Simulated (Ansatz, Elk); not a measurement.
# How ScF (model structure) absorbs and reflects light, part 2 of 2

Aim: the dielectric function of ScF (model structure), and the optical constants that follow from it. The cell was made here by substitution or stacking, whether or not such a phase is known. It was built so: All Cl replaced by F and Y replaced by Sc in the R-3m structure of YCl. The cell is first relaxed with Ansatz.

Elk 11.2.3 (patched build); DFT, PBE, all-electron APW+lo, Dirac cores, scalar-relativistic bands, independent-particle optical response without local fields.

So far: The structure; Relaxation.

### Step 3. Ground state

The self-consistent density comes first; it also tells whether there is a gap, which decides the occupations and the need for a Drude term.

This step: DFT, PBE, all-electron APW+lo, Dirac cores, scalar-relativistic bands, ground state (Elk 11.2.3 (patched build)).

elk.in reads:

```
tasks
  0
  120

xctype
  20

nempty
  8

lorbcnd
  .true.

rgkmax
  7.0

swidth
  0.0018375

maxscl
  100

epsengy
  1e-05

sppath
  './'

avec
  3.134083709129 1.809464073160 13.644657173117
  -3.134083709129 1.809464073160 13.644657173117
  0.000000000000 -3.618928146226 13.644657173130

atoms
  2
  'Sc.in'
  2
  0.774490986300 0.774490986300 0.774490986300   0.000 0.000 0.000
  0.225509013700 0.225509013700 0.225509013700   0.000 0.000 0.000
  'F.in'
  2
  0.608730220500 0.608730220500 0.608730220500   0.000 0.000 0.000
  0.391269779500 0.391269779500 0.391269779500   0.000 0.000 0.000

ngridk
  7 7 7

vkloff
  0.2500 0.5000 0.6250
```

Command:

```
$ OMP_NUM_THREADS=2 elk
```

Numbers of over 12 decimals in the logs are rounded to 6 here.

Log:

```text
┌─────────────────────────┐
│ Elk code version 11.2.3 │
└─────────────────────────┘

All units are atomic (Hartree, Bohr, etc.)

┌─────────────────────────────────────────────────┐
│ Ground-state run starting from atomic densities │
└─────────────────────────────────────────────────┘

Lattice vectors :
   3.134083709       1.809464073       13.64465717
  -3.134083709       1.809464073       13.64465717
   0.000000000      -3.618928146       13.64465717

Reciprocal lattice vectors :
   1.002395898      0.5787335415      0.1534956193
  -1.002395898      0.5787335415      0.1534956193
  0.5750349321E-18  -1.157467083      0.1534956193

Unit cell volume      :    464.2740771
Brillouin zone volume :   0.5342753897

Muffin-tin inner radius fraction :   0.1000000000E-01

Nuclei treated as point charges

Species : 1 (Sc)
 parameters loaded from : Sc.in
 name : scandium
 nuclear charge    :   -21.00000000
 electronic charge :    21.00000000
 atomic mass :    81949.61073
 muffin-tin radius :    2.239276280
 number of radial points in muffin-tin :    993
 inner part over the whole radius :   0.9948709472E-02
 number on inner part of muffin-tin    :    697
 approximate nuclear radius :   0.6711386133E-04
 number of mesh points to nuclear radius :    324
 atomic positions (lattice), magnetic fields (Cartesian) :
  1 :   0.27449099  0.27449099  0.27449099    0.00000000  0.00000000  0.00000000
  2 :  -0.27449099 -0.27449099 -0.27449099    0.00000000  0.00000000  0.00000000

Species : 2 (F)
 parameters loaded from : F.in
 name : fluorine
 nuclear charge    :   -9.000000000
 electronic charge :    9.000000000
 atomic mass :    34631.97045
 muffin-tin radius :    1.866063567
 number of radial points in muffin-tin :    593
 inner part over the whole radius :   0.9912821161E-02
 number on inner part of muffin-tin    :    409
 approximate nuclear radius :   0.5278478738E-04
 number of mesh points to nuclear radius :    175
 atomic positions (lattice), magnetic fields (Cartesian) :
  1 :   0.10873022  0.10873022  0.10873022    0.00000000  0.00000000  0.00000000
  2 :  -0.10873022 -0.10873022 -0.10873022    0.00000000  0.00000000  0.00000000

Total number of atoms per unit cell :    4
Total muffin-tin volume :    148.5054090
 ratio of muffin-tin to unit cell volume :   0.3198658214

Spin treatment :
 spin-unpolarised

Number of Bravais lattice symmetries :   12
Number of crystal symmetries         :   12
Crystal has inversion symmetry
Real symmetric eigensolver will be used

k-point grid :      7     7     7
k-point offset :   0.2500000000      0.5000000000      0.6250000000
k-point set is reduced with full crystal symmetry group
Total number of k-points :      343

Muffin-tin radius times maximum |G+k| :    7.000000000
 using average radius
Maximum |G+k| for APW functions       :    3.410192705
Maximum (1/2)|G+k|²                   :    5.814707144
Maximum |G| for potential and density :    12.00000000
Constant for pseudocharge density :    7
 order of it for each species :   14  14
 order of it for pair densities of each species (exact exchange by exxq0 0: 14) :   12   7
Radial integration step length :    1

G-vector grid sizes :     54    54    54
Number of G-vectors :    13445

Maximum angular momentum used for
 APW functions            :    8
 outer part of muffin-tin :    6
 inner part of muffin-tin :    2

Total nuclear charge    :   -60.00000000
Total core charge       :    24.00000000
Total valence charge    :    36.00000000
Total excess charge     :    0.000000000
Total electronic charge :    60.00000000

Effective Wigner radius, rₛ :    1.227000836

Number of empty states         :     32
Total number of valence states :     51
Total number of core states    :     24

Conduction state local-orbitals added automatically
Third-order local-orbitals added for an l without core states : F
Total number of local-orbitals :    238

Exchange-correlation functional :     20     0     0
 Perdew-Burke-Ernzerhof, Phys. Rev. Lett. 77, 3865 (1996)
 gradient requirement :    1
 generalised gradient approximation (GGA)

Smearing type :    3
 Fermi-Dirac
Smearing width :   0.1837500000E-02
Effective electronic temperature (K) :    580.2366081

Mixing type :    3
 Broyden mixing, J. Phys. A: Math. Gen. 17, L317 (1984)

Kohn-Sham potential initialised from atomic data

┌──────────────────────────────┐
│ Self-consistent loop started │
└──────────────────────────────┘

┌─────────────────┐
│ Loop number : 1 │
└─────────────────┘

Energies :
 Fermi                       :     0.96013831034707E-01
 sum of occupied eigenvalues :     -1001.3065814999
 electron kinetic            :      1742.3423736696
 core electron kinetic       :      1579.2437283461
 Coulomb                     :     -3372.1202302353
 Coulomb potential           :     -2610.2639367494
 nuclear-nuclear             :     -269.74957270329
 electron-nuclear            :     -3602.1727022931
 Hartree                     :      499.80204476104
 Madelung                    :     -2066.9882618606
 xc potential                :     -133.38501842008
 exchange                    :     -96.838383574500
 correlation                 :     -2.391999
 electron entropic           :    -0.17449912209497E-02
 total energy                :     -1729.0099845557

Density of states at Fermi energy :    166.6715429
 (states/Hartree/unit cell)

Estimated indirect band gap :   0.2399651254E-04
 from k-point 222 to k-point 69
Estimated direct band gap   :   0.5886497651E-02
 at k-point 150

Charges :
 core                        :    24.00000000
 valence                     :    36.00000000
 interstitial                :    4.655777960
 muffin-tins (core leakage)
  species : 1 (Sc)
   atom 1                    :    18.68822963     ( -0.1970786254E-06)
   atom 2                    :    18.68822963     ( -0.1970786254E-06)
  species : 2 (F)
   atom 1                    :    8.983881390     ( -0.2898015241E-06)
   atom 2                    :    8.983881390     ( -0.2898015241E-06)
 total in muffin-tins        :    55.34422204
 total calculated charge     :    59.99871880
 total charge                :    60.00000000
 error                       :   0.1281203452E-02

┌─────────────────┐
│ Loop number : 2 │
└─────────────────┘

Energies :
 Fermi                       :     0.96899218654187E-01
 sum of occupied eigenvalues :     -1001.2564863685
 electron kinetic            :      1742.0447489825
 core electron kinetic       :      1579.1084239686
 Coulomb                     :     -3372.0946830606
 Coulomb potential           :     -2610.2412824706
 nuclear-nuclear             :     -269.74957270329
 electron-nuclear            :     -3602.1445035076
 Hartree                     :      499.79939315032
 Madelung                    :     -2066.9740418253
 xc potential                :     -133.05995288039
 exchange                    :     -96.832808061528
 correlation                 :     -2.391955
 electron entropic           :    -0.17481043898049E-02
 total energy                :     -1729.2764449333

Density of states at Fermi energy :    166.9485764
 (states/Hartree/unit cell)

Estimated indirect band gap :   0.3338427350E-04
 from k-point 152 to k-point 165
Estimated direct band gap   :   0.5903365198E-02
 at k-point 150

Charges :
 core                        :    24.00000000
 valence                     :    36.00000000
 interstitial                :    4.657330955
 muffin-tins (core leakage)
  species : 1 (Sc)
   atom 1                    :    18.69172473     ( -0.1970889993E-06)
   atom 2                    :    18.69172473     ( -0.1970889993E-06)
  species : 2 (F)
   atom 1                    :    8.979609788     ( -0.2898013407E-06)
   atom 2                    :    8.979609788     ( -0.2898013407E-06)
 total in muffin-tins        :    55.34266905
 total calculated charge     :    59.99871903
 total charge                :    60.00000000
 error                       :   0.1280972929E-02

RMS change in Kohn-Sham potential (target) :   0.8433634399     (  0.1000000000E-05)
Absolute change in total energy (target)   :   0.2664603776     (  0.1000000000E-04)

[... 11 loops left out ...]

┌──────────────────┐
│ Loop number : 14 │
└──────────────────┘

Energies :
 Fermi                       :     0.190813
 sum of occupied eigenvalues :     -995.67815779559
 electron kinetic            :      1741.3816292508
 core electron kinetic       :      1578.8033000615
 Coulomb                     :     -3370.7895215533
 Coulomb potential           :     -2608.9748236023
 nuclear-nuclear             :     -269.74957270329
 electron-nuclear            :     -3600.8066851357
 Hartree                     :      499.76673628569
 Madelung                    :     -2066.3021097522
 xc potential                :     -128.08496344412
 exchange                    :     -96.633796498192
 correlation                 :     -2.389569
 electron entropic           :    -0.19342812223314E-02
 total energy                :     -1728.4331918563

Density of states at Fermi energy :    181.4009420
 (states/Hartree/unit cell)

Estimated indirect band gap :   0.4721973125E-04
 from k-point 116 to k-point 93
Estimated direct band gap   :   0.5773344327E-02
 at k-point 242

Charges :
 core                        :    24.00000000
 valence                     :    36.00000000
 interstitial                :    4.668710237
 muffin-tins (core leakage)
  species : 1 (Sc)
   atom 1                    :    18.84794474     ( -0.1972715609E-06)
   atom 2                    :    18.84794474     ( -0.1972715609E-06)
  species : 2 (F)
   atom 1                    :    8.817700137     ( -0.2897942042E-06)
   atom 2                    :    8.817700137     ( -0.2897942042E-06)
 total in muffin-tins        :    55.33128976
 total calculated charge     :    59.99872829
 total charge                :    60.00000000
 error                       :   0.1271713183E-02

RMS change in Kohn-Sham potential (target) :   0.6606265489E-06 (  0.1000000000E-05)
Absolute change in total energy (target)   :   0.8644402442E-05 (  0.1000000000E-04)

Convergence targets achieved

┌──────────────────┐
│ Loop number : 15 │
└──────────────────┘

Energies :
 Fermi                       :     0.190813
 sum of occupied eigenvalues :     -995.67815554521
 electron kinetic            :      1741.3816324111
 core electron kinetic       :      1578.8033005046
 Coulomb                     :     -3370.7895243656
 Coulomb potential           :     -2608.9748254619
 nuclear-nuclear             :     -269.74957270329
 electron-nuclear            :     -3600.8066887442
 Hartree                     :      499.76673708195
 Madelung                    :     -2066.3021116346
 xc potential                :     -128.08496249436
 exchange                    :     -96.633796701328
 correlation                 :     -2.389569
 electron entropic           :    -0.19342813958457E-02
 total energy                :     -1728.4331916943

Density of states at Fermi energy :    181.4009530
 (states/Hartree/unit cell)

Estimated indirect band gap :   0.4720730537E-04
 from k-point 116 to k-point 93
Estimated direct band gap   :   0.5773351866E-02
 at k-point 242

Charges :
 core                        :    24.00000000
 valence                     :    36.00000000
 interstitial                :    4.668710037
 muffin-tins (core leakage)
  species : 1 (Sc)
   atom 1                    :    18.84794484     ( -0.1972726675E-06)
   atom 2                    :    18.84794484     ( -0.1972726675E-06)
  species : 2 (F)
   atom 1                    :    8.817700137     ( -0.2897945661E-06)
   atom 2                    :    8.817700137     ( -0.2897945661E-06)
 total in muffin-tins        :    55.33128996
 total calculated charge     :    59.99872829
 total charge                :    60.00000000
 error                       :   0.1271713200E-02

┌──────────────────────────────┐
│ Self-consistent loop stopped │
└──────────────────────────────┘

Wrote STATE.OUT
```

Run time: 3.8 min. Hardware: 2 threads of Intel Xeon Platinum 8488C (Sapphire Rapids), shared host; peak memory 0.33 GiB; 7.5 min of CPU time.

This step gave:

- total energy: -1728 Ha
- Fermi energy: 5.192 eV
- DOS at the Fermi level: 6.666 states/eV/cell

There are states at the Fermi level within the smearing, so the occupations stay smeared and the carriers get a Drude term.

### Step 4. Independent particles

With the density converged, the vertical transitions are summed over the zone.

This step: DFT, PBE, all-electron APW+lo, Dirac cores, scalar-relativistic bands, independent-particle optical response without local fields (Elk 11.2.3 (patched build)).

Edit elk.in of step 3 so:

```diff
@@ -1,4 +1,10 @@
 tasks
-  0
-  120
+  121
+
+optcomp
+  1 1
+  3 3
+
+intraband
+  .true.
 
@@ -17,9 +23,7 @@
 swidth
-  0.0018375
+  0.0036749
 
-maxscl
-  100
-
-epsengy
-  1e-05
+wplot
+  400 100 0
+  0.0 0.73499
```

Command:

```
$ OMP_NUM_THREADS=2 elk
```

Log:

```text
┌─────────────────────────────────┐
│ Elk code version 11.2.3 started │
└─────────────────────────────────┘

Info(readinput): the functional depends on the density's gradient
 muffin-tin radial points multiplied by    2.00000
 (not where nrmtscf is given)

┌────────────────────┐
│ Current task : 121 │
└────────────────────┘
Info(checkmt): changed muffin-tin radius of species 1 (Sc) from   2.4000 to   2.2393
Info(checkmt): changed muffin-tin radius of species 2 (F) from   2.0000 to   1.8661

Info(findsymcrys): atomic basis shift (lattice) :
  0.5000000000      0.5000000000      0.5000000000
See GEOMETRY.OUT for new atomic positions

Info(dielectric):
 dielectric tensor written to EPSILON_ij.OUT
 optical conductivity written to SIGMA_ij.OUT
 plasma frequency written to PLASMA_ij.OUT
 for components
  i = 1, j = 1
  i = 3, j = 3

┌──────────────────┐
│ Elk code stopped │
└──────────────────┘
```

Elapsed: 3.2 s, on 2 threads; peak memory 0.06 GiB.

Read-outs, printed or worked out from the files:

```
centre of weight of the strongest loss peak in the window : 12.73 eV
Drude plasma energy, first axis                           : 2.196 eV
```

The Im ε has structure finer than the step of the table below, so its rows give means over 1 eV, whole bins alone (the curve runs from 0.300 to 20.0 eV). Peaks (eV: height): E ∥ x 2.1: 8.72, 3.1: 6.82, 5.2: 4.30, 10.0: 2.88; E ∥ z 2.0: 8.74, 3.1: 7.73, 10.0: 2.81.

Sum at mesh points, not converged in k. The Im ε by photon energy; means over each step:

```csv
photon energy (eV),E ∥ x,E ∥ z
1,2.27,3.31
2,5.48,7.28
3,5.80,6.75
4,3.30,4.06
5,3.80,1.76
6,1.96,1.77
7,1.27,1.26
8,1.80,1.46
9,2.17,1.71
10,2.54,2.52
11,2.01,2.11
12,0.872,0.965
13,0.505,0.518
14,0.426,0.486
15,0.478,0.472
16,0.465,0.488
17,0.479,0.502
18,0.534,0.551
19,0.468,0.445
```

Values under 1 per cm are given as 1; sum at mesh points, not converged in k. Absorption coefficient against photon energy:

```csv
photon energy (eV),E ∥ x (1/cm),E ∥ z (1/cm)
1.00,51690,26720
2.00,2.7e5,3.2e5
3.00,4.2e5,4.9e5
4.00,4.5e5,5.3e5
5.00,5.9e5,4.0e5
6.00,6.5e5,4.4e5
7.00,2.7e5,3.1e5
8.00,5.0e5,4.7e5
9.00,7.3e5,4.7e5
10.00,1.1e6,1.0e6
11.00,1.3e6,1.2e6
12.00,8.6e5,8.8e5
13.00,5.4e5,4.8e5
14.00,3.6e5,4.1e5
15.00,3.9e5,4.0e5
16.00,3.8e5,4.2e5
17.00,4.2e5,4.0e5
18.00,4.6e5,4.9e5
19.00,5.0e5,4.5e5
```

The loss function −Im 1/ε at q → 0 has structure finer than the step of the table below, so its rows give means over 1 eV, whole bins alone (the curve runs from 0.300 to 20.0 eV). Peaks (eV: height): E ∥ x 1.0: 0.659, 6.3: 0.737, 12.6: 1.66; E ∥ z 5.4: 0.638, 6.9: 0.583, 12.7: 1.61.

Sum at mesh points, not converged in k. The loss function −Im 1/ε at q → 0 by energy loss; means over each step:

```csv
energy loss (eV),E ∥ x,E ∥ z
1,0.165,0.0284
2,0.0884,0.0898
3,0.145,0.132
4,0.260,0.250
5,0.234,0.515
6,0.536,0.416
7,0.371,0.428
8,0.340,0.352
9,0.327,0.251
10,0.348,0.343
11,0.485,0.471
12,1.15,1.06
13,1.50,1.31
14,0.748,0.724
15,0.596,0.562
16,0.503,0.482
17,0.444,0.438
18,0.485,0.494
19,0.504,0.484
```

The reflectivity at normal incidence has structure finer than the step of the table below, so its rows give means over 1 eV, whole bins alone (the curve runs from 0.300 to 20.0 eV). Peaks (eV: height): E ∥ x 2.1: 33.9, 5.4: 27.8, 11.3: 32.0; E ∥ z 1.9: 33.6, 3.2: 34.6, 4.4: 33.6, 6.5: 11.4, 11.3: 26.8.

Sum at mesh points, not converged in k. Reflectivity at normal incidence against photon energy; means over each step:

```csv
photon energy (eV),E ∥ x (%),E ∥ z (%)
1,35.2,28.0
2,27.1,30.7
3,28.4,31.4
4,19.0,30.4
5,22.7,15.5
6,19.3,10.2
7,6.59,6.72
8,9.47,7.23
9,12.0,8.77
10,16.9,15.7
11,24.2,21.2
12,23.0,20.2
13,9.98,8.35
14,2.81,2.83
15,2.09,1.91
16,1.64,1.63
17,1.46,1.54
18,1.82,1.93
19,1.66,1.50
```

From ε follow the optical constants at some laser and lamp lines:

```csv
wavelength (nm),n x,k x,R (%) x,1/α x,n z,k z,R (%) z,1/α z
1550,0.56,1.742,59.1,71 nm,2.98,0.193,24.9,638 nm
1064,1.89,0.327,10.7,259 nm,3.53,0.596,32.4,142 nm
800,2.57,0.508,20.9,125 nm,3.05,1.199,31.6,53 nm
532,2.16,1.255,25.2,34 nm,2.39,1.356,28.3,31 nm
450,2.32,1.260,26.4,28 nm,2.45,1.501,30.8,24 nm
308,1.63,1.111,20.0,22 nm,1.38,1.309,25.2,19 nm
248,1.66,1.174,21.4,17 nm,1.11,0.793,12.6,25 nm
```

A polished face would reflect 29 % of daylight and look faintly pink-red (CIE x = 0.330, y = 0.329 under D65).

### Step 5. Results

| Quantity | Value |
| --- | --- |
| Drude plasma energy, first axis | 2.20 eV |
| centre of weight of the strongest loss peak in the window, first axis | 12.7 eV |

**Reading.** At this level (PBE, independent particles) ScF is a metal with a Drude plasma energy of 2.2 eV along x and 0.6 eV along z. The mesh is too coarse to trust the carriers' weight, the reflectivity or the colour to better than tens of per cent. The cell grew by 20.3 % in volume. Along x the bare Drude plasma energy is 2.2 eV; Re ε first rises through zero at 0.92 eV, far lower, because interband transitions screen the carriers. A polished face would reflect 29 % of daylight and look faintly pink-red (CIE x = 0.330, y = 0.329 under D65). The carriers' damping of 0.1 eV is typed, not computed; at 0.8 eV the carriers give 48 % of Im ε along the first axis; the rest comes from the sum over bands, which at low energy also holds close bands and the noise of the mesh. The cell grew by 20 % in the relaxation, which can come from the guessed start or, where layers or molecules are weakly bound, from the missing dispersion term; a larger cell lowers ε. The sum runs over mesh points 0.32 Å⁻¹ apart with no interpolation, so peaks are partly noise of the mesh, and the Drude plasma energy, a sum over the Fermi surface, isn't converged. Besides steps told in other documents, this task had 3 runs with a known fault of program or setting; those not told in a step above aren't shown.

[Machine, clock and banner lines and Python warnings are left out of the logs.]

[Logs are printed without paths, hosts, clocks, repeated set-up lines and the standing remarks that a program may print on its own settings, such as how far it seeks lower states.]

[Hosts, paths, dates, database ids (printed as entryN), source tags and the programs' standing remarks are cut or masked in the printed files.]
